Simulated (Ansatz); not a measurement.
## LaB6 (Pm-3m): Drude plasma energy against volume

The cell of LaB6 (Pm-3m) is scaled evenly and the response computed anew at each volume, on one mesh. The atoms keep their fractional positions.

Cell: a, b, c = 4.157, 4.157, 4.157 Å (primitive vectors), 7 atoms.

Method: Ansatz 0.2.0, PBE, independent particles, k-mesh 8×8×8 with interpolation inside its cells, Gaussian parameter 0.1 eV.

Launch of the response step: `ansatz run input.yaml --threads 4 --pin off --max-ram 8192MiB --backend cpu --events-out ev --progress --plain --runs-dir out`. The series took 11.8 min in all, on 4 threads of AMD EPYC (Zen 3), with other jobs on the host.

```
V/V₀  V (Å³, primitive cell)  Drude plasma energy (eV)
0.94                   67.53                     5.534
0.96                   68.96                     5.455
0.98                   70.40                     5.378
1.00                   71.84                     5.302
1.02                   73.27                         ?
1.04                   74.71                     5.155
1.06                   76.15                     5.082
```

For small changes the quantity should be close to linear in ln V.

Working, on the rows shown:

| x = ln(V/V₀) | y = Drude plasma energy |
| --- | --- |
| -0.0618754 | 5.534 |
| -0.040822 | 5.455 |
| -0.0202027 | 5.378 |
| 0 | 5.302 |
| 0.0392207 | 5.155 |
| 0.0582689 | 5.082 |

Means: x̄ = -0.0042351, ȳ = 5.3177. Σ(x − x̄)(y − ȳ) = -0.04032, Σ(x − x̄)² = 0.01073. Slope = -0.04032 / 0.01073 = -3.758; intercept = ȳ − slope · x̄ = 5.3018. The line misses the rows shown by at most 0.00076 eV.

**Question.** Predict the last column of the withheld row from the fit.

**Answer.** At x = 0.019803 the line gives y = 5.2273 eV. The run gave 5.228 eV, so the interpolation is off by 0.00067 eV, 0.1 % of the range in the table.

Between the rows on either side of x = 0 the slope is (5.228 − 5.378) / (0.019803 − (-0.020203)) = -3.749. So d ln ωp/d ln V = -0.71; free electrons would give −0.50. The values come from a sum over the points of one k-mesh and carry its error, which is largest for Fermi-surface quantities. Spin-orbit coupling is left out.

[Logs are printed without paths, hosts, clocks, repeated set-up lines and the standing remarks that a program may print on its own settings, such as how far it seeks lower states.]
